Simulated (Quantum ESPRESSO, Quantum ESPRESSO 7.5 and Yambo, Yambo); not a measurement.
**SnTe (Fm-3m): G0W0 with Yambo, start to end**

How does a plane-wave GW calculation on SnTe (Fm-3m) run from the first input to the gap?

Calculated with Quantum ESPRESSO 7.5 and Yambo 5.3.0; PBE and many-body steps on it, plane waves.

This is a report of a sequence of runs, with most program output left out.

The database entry behind the starting cell differs from later determinations by our own check (about 0.3 % short), so it need not match the best structure at ambient conditions.

## 1. The structure

Symmetry: Fm-3m, No. 225, cubic system. Conventional cell: a = 6.302 Å, b = 6.302 Å, c = 6.302 Å, α = 90.00°, β = 90.00°, γ = 90.00°. Nearest to Sn lie 6 Te at 3.15 Å. Te has 6 Sn at 3.15 Å nearest. Farther neighbours and most contacts between anions are not listed.

The cell and positions come from the Crystallography Open Database and are kept as given unless a step says otherwise. Spin-orbit coupling is left out unless a step names it.

## 2. Ground state

This step: Quantum ESPRESSO 7.5; DFT, PBE, plane waves, norm-conserving pseudopotentials.

The ground-state density comes first.

Input file pw.in:

```
&control
  calculation = 'scf'
  prefix = 'x'
  outdir = 'o'
  pseudo_dir = 'pseudo'
/
&system
  ibrav = 0
  nat = 2
  ntyp = 2
  ecutwfc = 88.0
  nbnd = 28
  force_symmorphic = .true.
/
&electrons
  conv_thr = 1e-10
  electron_maxstep = 80
  mixing_beta = 0.5
/
ATOMIC_SPECIES
  Sn 118.71 Sn.upf
  Te 127.6 Te.upf
CELL_PARAMETERS angstrom
  -0.0000000000 3.1508500000 3.1508500000
  3.1508500000 -0.0000000000 3.1508500000
  3.1508500000 3.1508500000 -0.0000000000
ATOMIC_POSITIONS crystal
  Sn 0.0000000000 0.0000000000 0.0000000000
  Te 0.5000000000 0.5000000000 0.5000000000
K_POINTS automatic
  6 6 6 0 0 0
```

On the command line:

```console
> OMP_NUM_THREADS=1 mpirun -n 4 pw.x -nk 4 -in pw.in > pw.out
```

The job ended after 13 s (4 MPI ranks of Arm Neoverse V2, shared host; peak memory 0.37 GiB).

This step gave:

* total energy: -13662.5017 eV
* gap: 0.09347 eV
* k of the valence top: 0, 0, -0.5
* k of the conduction bottom: 0, 0, -0.5
* least direct gap: 0.09347 eV

The gap is direct, at (0.000, 0.000, -0.500).

## 3. Bands along the symmetry lines

The cheap functional maps the bands first; the places of the edges decide which points the dearer methods must see.

Input file pw.in:

```
&control
  calculation = 'bands'
  prefix = 'x'
  outdir = 'o'
  pseudo_dir = 'pseudo'
/
&system
  ibrav = 0
  nat = 2
  ntyp = 2
  ecutwfc = 88.0
  nbnd = 29
  force_symmorphic = .true.
/
&electrons
  conv_thr = 1e-9
  electron_maxstep = 80
  diago_full_acc = .true.
  diago_thr_init = 5e-6
/
ATOMIC_SPECIES
  Sn 118.71 Sn.upf
  Te 127.6 Te.upf
CELL_PARAMETERS angstrom
  -0.0000000000 3.1508500000 3.1508500000
  3.1508500000 -0.0000000000 3.1508500000
  3.1508500000 3.1508500000 -0.0000000000
ATOMIC_POSITIONS crystal
  Sn 0.0000000000 0.0000000000 0.0000000000
  Te 0.5000000000 0.5000000000 0.5000000000
K_POINTS crystal
  50
  0.00000000 0.00000000 0.00000000 1
  0.06250000 0.00000000 0.06250000 1
  0.12500000 0.00000000 0.12500000 1
  0.18750000 0.00000000 0.18750000 1
  0.25000000 0.00000000 0.25000000 1
  0.31250000 0.00000000 0.31250000 1
  0.37500000 0.00000000 0.37500000 1
  0.43750000 0.00000000 0.43750000 1
  0.50000000 0.00000000 0.50000000 1
  0.51562500 0.03125000 0.51562500 1
  0.53125000 0.06250000 0.53125000 1
  0.54687500 0.09375000 0.54687500 1
  0.56250000 0.12500000 0.56250000 1
  0.57812500 0.15625000 0.57812500 1
  0.59375000 0.18750000 0.59375000 1
  0.60937500 0.21875000 0.60937500 1
  0.62500000 0.25000000 0.62500000 1
  0.37500000 0.37500000 0.75000000 1
  0.32812500 0.32812500 0.65625000 1
  0.28125000 0.28125000 0.56250000 1
  0.23437500 0.23437500 0.46875000 1
  0.18750000 0.18750000 0.37500000 1
  0.14062500 0.14062500 0.28125000 1
  0.09375000 0.09375000 0.18750000 1
  0.04687500 0.04687500 0.09375000 1
  0.00000000 0.00000000 0.00000000 1
  0.06250000 0.06250000 0.06250000 1
  0.12500000 0.12500000 0.12500000 1
  0.18750000 0.18750000 0.18750000 1
  0.25000000 0.25000000 0.25000000 1
  0.31250000 0.31250000 0.31250000 1
  0.37500000 0.37500000 0.37500000 1
  0.43750000 0.43750000 0.43750000 1
  0.50000000 0.50000000 0.50000000 1
  0.50000000 0.46875000 0.53125000 1
  0.50000000 0.43750000 0.56250000 1
  0.50000000 0.40625000 0.59375000 1
  0.50000000 0.37500000 0.62500000 1
  0.50000000 0.34375000 0.65625000 1
  0.50000000 0.31250000 0.68750000 1
  0.50000000 0.28125000 0.71875000 1
  0.50000000 0.25000000 0.75000000 1
  0.50000000 0.21875000 0.71875000 1
  0.50000000 0.18750000 0.68750000 1
  0.50000000 0.15625000 0.65625000 1
  0.50000000 0.12500000 0.62500000 1
  0.50000000 0.09375000 0.59375000 1
  0.50000000 0.06250000 0.56250000 1
  0.50000000 0.03125000 0.53125000 1
  0.50000000 0.00000000 0.50000000 1
```

Run time: 8.4 s. Hardware: 4 MPI ranks; peak memory 0.3 GiB; 33 s of CPU time.

Numbers from this step:

* gap: 0.09347 eV
* k of the valence top: 0.5, 0.5, 0.5
* k of the conduction bottom: 0.5, 0.5, 0.5
* least direct gap: 0.09347 eV

The gap is 0.093 eV, as in the run before at this level.

Electronic bands along the path, in eV, zero at the top of the highest filled band:

```
    point  band 20  band 21  band 22  band 23  band 24  band 25  band 26  band 27
        Γ    -4.70    -2.15    -2.15    -2.15     3.34     3.34     3.34     4.76
  halfway    -6.37    -3.07    -3.07    -2.05     2.02     3.00     3.87     3.87
        X    -6.48    -5.59    -3.75    -3.75     2.17     4.91     4.91     6.37
  halfway    -6.83    -5.49    -3.63    -3.42     2.57     4.25     4.49     6.14
        U    -7.44    -5.19    -3.26    -2.73     3.01     3.08     4.19     5.55
jump to K    -7.44    -5.19    -3.26    -2.73     3.01     3.08     4.19     5.55
  halfway    -6.98    -3.43    -1.63    -0.29     0.56     0.72     3.63     5.20
        Γ    -4.70    -2.15    -2.15    -2.15     3.34     3.34     3.34     4.76
  halfway    -6.69    -2.05    -2.05    -0.96     1.56     1.56     1.63     5.13
        L    -8.35    -1.82    -1.82     0.00     0.09     0.36     0.36     7.76
  halfway    -7.97    -3.78    -3.39    -0.95     0.50     2.91     3.57     6.03
        W    -7.38    -4.84    -4.84    -0.84     0.84     4.62     4.62     6.06
  halfway    -7.01    -5.39    -4.13    -2.59     2.93     3.02     5.17     5.92
        X    -6.48    -5.59    -3.75    -3.75     2.17     4.91     4.91     6.37
```

## 4. Empty states on the mesh, 4×4×4 mesh, 165 bands

The sums over transitions need many empty states on a uniform mesh; this step solves for them.

Input file pw.in:

```
&control
  calculation = 'nscf'
  prefix = 'x'
  outdir = 'o'
  pseudo_dir = 'pseudo'
/
&system
  ibrav = 0
  nat = 2
  ntyp = 2
  ecutwfc = 88.0
  nbnd = 165
  force_symmorphic = .true.
/
&electrons
  conv_thr = 1e-9
  electron_maxstep = 80
  diago_full_acc = .true.
  diago_thr_init = 5e-6
/
ATOMIC_SPECIES
  Sn 118.71 Sn.upf
  Te 127.6 Te.upf
CELL_PARAMETERS angstrom
  -0.0000000000 3.1508500000 3.1508500000
  3.1508500000 -0.0000000000 3.1508500000
  3.1508500000 3.1508500000 -0.0000000000
ATOMIC_POSITIONS crystal
  Sn 0.0000000000 0.0000000000 0.0000000000
  Te 0.5000000000 0.5000000000 0.5000000000
K_POINTS automatic
  4 4 4 0 0 0
```

Elapsed: 20 s, on 4 MPI ranks; peak memory 0.56 GiB.

This step gave:

- gap: 0.09347 eV
- k of the valence top: 0, 0, -0.5
- k of the conduction bottom: 0, 0, -0.5
- least direct gap: 0.09347 eV
- k points computed: 8
- lowest point of the top converged band, above the valence top: 87.2784 eV

On this mesh the gap is 0.093 eV.

## 5. Conversion and set-up

This step: Yambo 5.3.0; conversion and set-up on PBE, plane waves, norm-conserving pseudopotentials.

The states are converted to the many-body program's format and the q mesh is built.

On the command line:

```console
> (cd o/x.save; p2y > p2y.log; mv SAVE ../..); yambo > setup.log
```

Elapsed: 2.9 s, on 1 MPI rank; peak memory 0.26 GiB.

## 6. Screening and self-energy, 4×4×4 mesh, 165 bands, screening to 163.3 eV

G0W0 replaces the xc potential by the self-energy, built once from these orbitals. Only a window of levels is corrected, while the sums run over the empty bands that the input names.

This step: G0W0 on PBE, plane waves, norm-conserving pseudopotentials.

Input file gw1.in:

```
HF_and_locXC
gw0
dyson
ppa
em1d
rim_cut
RandQpts= 1000000
RandGvec= 1 RL
EXXRLvcs= 88 Ry
VXCRLvcs= 352 Ry
Chimod= "HARTREE"
% BndsRnXp
 1 | 165 |
%
NGsBlkXp= 12 Ry
% LongDrXp
 1 | 1 | 1 |
%
% GbndRnge
 1 | 165 |
%
DysSolver= "n"
ExtendOut
PPAPntXp= 27.21138 eV
% QPkrange
 3 | 3 | 22 | 25 |
 1 | 1 | 22 | 25 |
%
```

On the command line:

```console
> OMP_NUM_THREADS=1 mpirun -n 4 yambo -F gw1.in -J gw1 -C gw1 > gw1.log
```

Wall time 3.9 min (4 MPI ranks); peak memory 2.2 GiB.

This step gave:

* G0W0 gap on the points computed: 0.1565 eV
* starting gap on the mesh: 0.09347 eV
* k of the valence top: 0, 0, -0.5
* k of the conduction bottom: 0, 0, -0.5
* least direct G0W0 gap on the computed points: 0.1565 eV
* Z at the valence top: 0.7915
* Z at the conduction bottom: 0.7857

The gap on the mesh goes from 0.09 eV to 0.16 eV, a correction of +0.06 eV.

Limits: finite bands, cutoff and mesh; model gap, bands may invert with spin-orbit coupling; no spin-orbit coupling; coarse k mesh. v1 is the top filled band, c1 the lowest empty one. The levels before and after the correction (eV, zero at the valence-band top of each column):

```
           conduction bottom  valence top
Kohn-Sham               0.09         0.00
     G0W0               0.16         0.00
```

```
                   level  energy (eV)
Kohn-Sham  (0 0 -0.5) v2       -1.821
Kohn-Sham  (0 0 -0.5) v1        0.000
Kohn-Sham  (0 0 -0.5) c1        0.093
Kohn-Sham  (0 0 -0.5) c2        0.357
     G0W0  (0 0 -0.5) v2       -2.008
     G0W0  (0 0 -0.5) v1        0.000
     G0W0  (0 0 -0.5) c1        0.156
     G0W0  (0 0 -0.5) c2        0.332
```

## 7. Where the time went

Times are wall times on the hardware named with each run, good to a factor of about two.

```
                          step     time  share  memory (GiB)
                  ground state     13 s    5 %          0.37
bands along the symmetry lines    8.4 s    3 %           0.3
      empty states on the mesh     20 s    7 %          0.56
         conversion and set-up    2.9 s    1 %          0.26
     screening and self-energy  3.9 min   84 %           2.2
```

## 8. What came out

| Quantity | Value |
| --- | --- |
| PBE gap | 0.09 eV, direct |
| G0W0 gap on the mesh | 0.16 eV |
| GW settings | 4×4×4 mesh, 165 bands, screening to 163.3 eV, Godby-Needs plasmon pole |
| known limits | not at the basis limit; model gap, bands may invert with spin-orbit coupling; no spin-orbit coupling; coarse k mesh |

In words: G0W0 moves the gap on the mesh from 0.09 eV to 0.16 eV (+0.06 eV), with Z of 0.79 and 0.79 at the edges. Only 2 of the mesh's irreducible points were corrected, so a valley elsewhere could overtake. The dearest step here is «screening and self-energy». Bands and cutoff are finite, so the gap is not at the basis limit. The miss can reach some tenths of an eV and take either sign; the mesh is an error of its own. In the G0W0 run levels were corrected at 2 k points alone, so a gap called «on the mesh» is the least over those, and an edge elsewhere would be missed. The 4×4×4 mesh is coarse for this cell, which bears on the long-range parts of exchange and screening. With atoms this heavy and so narrow a gap, spin-orbit coupling can invert the bands. These scalar-relativistic gaps are then model values, not to be set against experiment, and a spin-orbit change taken from DFT can't simply be added.

[Paths, hosts, dates, memory and timing lines, banners, echoed tables and standing remarks are left out of the program output.]

[Logs are printed without paths, hosts, clocks, repeated set-up lines and the standing remarks that a program may print on its own settings, such as how far it seeks lower states.]

[Runs of the session that timed out or met a known fault of the program may be left out.]

[Hosts, paths, dates, database ids (printed as entryN), source tags and the programs' standing remarks are cut or masked in the printed files.]
